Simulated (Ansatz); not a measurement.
# Bands, cutoff and cost in G0W0 for NaI (Fm-3m)

Wanted: a G0W0 gap for NaI (Fm-3m) that is converged in bands and cutoff, or an estimate of the limit.

Program: Ansatz 0.2.0. Level of theory: G0W0 on PBE, plane waves, PAW. Results are calculated unless marked as measured.

Most raw output is cut from this account.

## 1. Set-up

The structure is cubic, space group Fm-3m (No. 225). The conventional cell has a = 6.473 Å, b = 6.473 Å, c = 6.473 Å, α = 90.00°, β = 90.00°, γ = 90.00°. Nearest to Na lie 6 I at 3.24 Å. I has 6 Na at 3.24 Å nearest. Farther neighbours and most contacts between anions are not listed.

The cell and positions come from the Crystallography Open Database and are kept as given unless a step says otherwise. Spin-orbit coupling is left out unless a step names it. The default PAW set here is soft_2. Its files were made with PBE.

## 2. 71 empty bands, screening to 60 eV

Now the one-shot GW correction: screening in the RPA, then the self-energy of the levels asked for.

Input file input.yaml:

```yaml
crystal:
  lattice:
    - [0.0, 3.2364, 3.2364]
    - [3.2364, 0.0, 3.2364]
    - [3.2364, 3.2364, 0.0]
  atoms:
    - { symbol: Na, position: [0.0, 0.0, 0.0] }
    - { symbol: I, position: [0.5, 0.5, 0.5] }
kpoints:
  mp_grid: { grid: [4, 4, 4] }
hamiltonian:
  xc: pbe
scf:
  occupations: { method: fixed }
gw:
  n_empty_bands: 71
  ecut_chi: 60
  qp_bands: [v2, c2]
  qp_kpoints: band_edges
  screening: { model: contour_deformation }
```

Launch:

```console
ansatz run input.yaml --threads 3 --pin off --max-ram 92160MiB --backend cuda --events-out ev --progress --plain --runs-dir out --devices 1 --max-vram 13GiB
```

Elapsed: 5.3 s, on 1 × NVIDIA H100 80GB HBM3 (shared by 6 runs) with 3 threads of AMD EPYC 7R13 (Zen 3), shared host; peak memory 1.1 GiB; 5.2 s of CPU time.

Numbers from this step:

- bands summed: 84
- RPA ε∞ on this mesh (eigenvalues): 3.207, 3.207, 3.207
- plane waves in the screening matrix: 65
- q-points in the mesh: 64
- G0W0 gap on the mesh: 5.402 eV
- k of the valence top: 0, 0, 0
- k of the conduction bottom: 0, 0, 0
- starting gap on the mesh: 3.642 eV
- Z at the valence top: 0.7955
- Z at the conduction bottom: 0.8337
- least direct G0W0 gap on the computed points: 5.402 eV

The gap on the mesh goes from 3.64 eV to 5.40 eV, a correction of +1.76 eV. Between the two edge states, bare exchange in place of the xc potential would open the gap by 6.82 eV, and correlation takes back 5.06 eV.

## 3. 202 empty bands, screening to 120 eV

Bands and screening cutoff are moved together, since each hides the error of the other.

Edit input.yaml of step 2 so:

```diff
@@ -15,4 +15,4 @@
 gw:
-  n_empty_bands: 71
-  ecut_chi: 60
+  n_empty_bands: 202
+  ecut_chi: 120
   qp_bands: [v2, c2]
```

The job ended after 7.7 s (1 × NVIDIA H100 80GB HBM3 (shared by 6 runs) with 3 threads; peak memory 1.1 GiB; 7 s of CPU time).

This step gave:

| Item | Value |
| --- | --- |
| bands summed | 215 |
| RPA ε∞ on this mesh (eigenvalues) | 3.208, 3.208, 3.208 |
| plane waves in the screening matrix | 181 |
| q-points in the mesh | 64 |
| G0W0 gap on the mesh | 5.596 eV |
| k of the valence top | 0, 0, 0 |
| k of the conduction bottom | 0, 0, 0 |
| starting gap on the mesh | 3.642 eV |
| Z at the valence top | 0.7917 |
| Z at the conduction bottom | 0.8329 |
| least direct G0W0 gap on the computed points | 5.596 eV |

Against the run with 4×4×4 mesh, 71 empty bands, screening to 60 eV, the gap moves by +0.19 eV.

## 4. 435 empty bands, screening to 200 eV

Edit input.yaml of step 3 so:

```diff
@@ -15,4 +15,4 @@
 gw:
-  n_empty_bands: 202
-  ecut_chi: 120
+  n_empty_bands: 435
+  ecut_chi: 200.0
   qp_bands: [v2, c2]
```

It took 15 s on 1 × NVIDIA H100 80GB HBM3 (shared by 6 runs) with 3 threads; peak memory 1.4 GiB; 17 s of CPU time.

This step gave:

```
bands summed                                 : 448
RPA ε∞ on this mesh (eigenvalues)            : 3.207, 3.207, 3.207
plane waves in the screening matrix          : 411
G0W0 gap on the mesh                         : 5.658 eV
k of the valence top                         : 0, 0, 0
k of the conduction bottom                   : 0, 0, 0
starting gap on the mesh                     : 3.642 eV
least direct G0W0 gap on the computed points : 5.658 eV
```

Against the run with 4×4×4 mesh, 202 empty bands, screening to 120 eV, the gap moves by +0.06 eV.

## 5. Changing the frequency model: 4×4×4 mesh, 202 empty bands, screening to 120 eV, plasmon pole

A plasmon pole stands in for the full frequency dependence of the screening; this run shows what that costs in accuracy. Bands and cutoff differ from the step before, so it is read against an earlier run that matches them.

input.yaml, the sections that differ from step 4:

```yaml
gw:
  n_empty_bands: 202
  ecut_chi: 120
  qp_bands: [v2, c2]
  qp_kpoints: band_edges
  screening: { model: godby_needs }
# crystal, kpoints, hamiltonian, scf: as in step 4
```

It took 9.9 s on 1 × NVIDIA H100 80GB HBM3 (shared by 6 runs) with 3 threads; peak memory 1.2 GiB; 10 s of CPU time.

Numbers from this step:

| Property | Result |
| --- | --- |
| bands summed | 215 |
| plasmon-pole fit frequency | 23.00 eV |
| RPA ε∞ on this mesh (eigenvalues) | 3.208, 3.208, 3.208 |
| plane waves in the screening matrix | 181 |
| G0W0 gap on the mesh | 5.627 eV |
| k of the valence top | 0, 0, 0 |
| k of the conduction bottom | 0, 0, 0 |
| starting gap on the mesh | 3.642 eV |
| least direct G0W0 gap on the computed points | 5.627 eV |

Against the run with 4×4×4 mesh, 202 empty bands, screening to 120 eV, the gap moves by +0.03 eV.

## 6. Changing the files: 4×4×4 mesh, 202 empty bands, screening to 120 eV, hard PAW files

Other atomic data (hard PAW) test the pseudisation: the cutoff goes from 420 to 700 eV, with the same valence electrons.

Edit input.yaml of step 5 so:

```diff
@@ -12,2 +12,3 @@
   xc: pbe
+  pseudopotentials: { kind: paw, source: ansatz }
 scf:
@@ -19,2 +20,2 @@
   qp_kpoints: band_edges
-  screening: { model: godby_needs }
+  screening: { model: contour_deformation }
```

Wall time 9.5 s (1 × NVIDIA H100 80GB HBM3 (shared by 6 runs) with 3 threads); peak memory 1.2 GiB; 7.9 s of CPU time.

This step gave:

* bands summed: 215
* RPA ε∞ on this mesh (eigenvalues): 3.212, 3.212, 3.212
* plane waves in the screening matrix: 181
* G0W0 gap on the mesh: 5.593 eV
* k of the valence top: 0, 0, 0
* k of the conduction bottom: 0, 0, 0
* starting gap on the mesh: 3.642 eV
* least direct G0W0 gap on the computed points: 5.593 eV

Against the run with 4×4×4 mesh, 202 empty bands, screening to 120 eV, the gap moves by −0.003 eV.

## 7. The runs together

Times are wall times on 1 × NVIDIA H100 80GB HBM3 (shared by 6 runs) with 3 threads of AMD EPYC 7R13 (Zen 3), shared host, good to a factor of about two.

| mesh | files | frequency | bands summed | cutoff (eV) | start (eV) | G0W0 (eV) | time | host memory (GiB) |
| --- | --- | --- | --- | --- | --- | --- | --- | --- |
| 4×4×4 | default PAW | contour deformation | 84 | 60 | 3.642 | 5.402 | 5.3 s | 1.1 |
| 4×4×4 | default PAW | contour deformation | 215 | 120 | 3.642 | 5.596 | 7.7 s | 1.1 |
| 4×4×4 | default PAW | contour deformation | 448 | 200 | 3.642 | 5.658 | 15 s | 1.4 |
| 4×4×4 | default PAW | plasmon pole | 215 | 120 | 3.642 | 5.627 | 9.9 s | 1.2 |
| 4×4×4 | hard PAW | contour deformation | 215 | 120 | 3.642 | 5.593 | 9.5 s | 1.2 |

How the two edges are built up, in eV (the quasiparticle level is the starting level plus Σx plus Σc less Vxc):

| run | edge | start | Σx | Σc | Vxc | Z | QP |
| --- | --- | --- | --- | --- | --- | --- | --- |
| 84 bands | valence top | 3.04 | -17.56 | 1.95 | -14.54 | 0.80 | 1.96 |
| 84 bands | conduction bottom | 6.68 | -5.28 | -3.11 | -9.07 | 0.83 | 7.37 |
| 215 bands | valence top | 3.04 | -17.56 | 1.58 | -14.54 | 0.79 | 1.60 |
| 215 bands | conduction bottom | 6.68 | -5.28 | -3.28 | -9.07 | 0.83 | 7.20 |
| 448 bands | valence top | 3.04 | -17.56 | 1.43 | -14.54 | 0.79 | 1.45 |
| 448 bands | conduction bottom | 6.68 | -5.28 | -3.37 | -9.07 | 0.83 | 7.11 |

## 8. Results

```json
{
 "84 bands, 60 eV": "5.402 eV",
 "215 bands, 120 eV": "5.596 eV",
 "448 bands, 200 eV": "5.658 eV",
 "estimated limit in bands and cutoff": "5.72 eV",
 "mesh and start": "4×4×4, PBE"
}
```

What this shows: A line in one over the bands through the two highest rungs gives 5.72 eV, +0.06 eV from the top rung; the pair below gives 5.72 eV, in fair agreement. The rungs stand 0.31 eV (84 bands), 0.12 eV (215 bands) and 0.06 eV (448 bands) from it. From 84 to 448 bands the gap moves by +0.26 eV while the time grows 2.8-fold. Σc changes by −0.51 eV at the valence top and −0.26 eV at the conduction bottom, so the valence edge carries most of the change. The plasmon-pole model gives +0.03 eV against contour deformation, 2 % of the correction, and saved no time in this program. Hard PAW files move the gap by −0.003 eV at equal bands and cutoff, −0.0003 eV of it in the start. The cheapest rung within 0.1 eV of this estimate is that with 448 bands (15 s). The many-body steps are scalar-relativistic: spin-orbit coupling is not in them.

[Paths, hosts, dates, memory and timing lines, banners, echoed tables and standing remarks are left out of the program output.]

[Logs are printed without paths, hosts, clocks, repeated set-up lines and the standing remarks that a program may print on its own settings, such as how far it seeks lower states.]

[Runs of the session that timed out or met a known fault of the program may be left out.]

[Cells called generated may have been cut or substituted from an entry of the Crystallography Open Database or the Materials Project.]

[Hosts, paths, dates, database ids (printed as entryN), source tags and the programs' standing remarks are cut or masked in the printed files.]
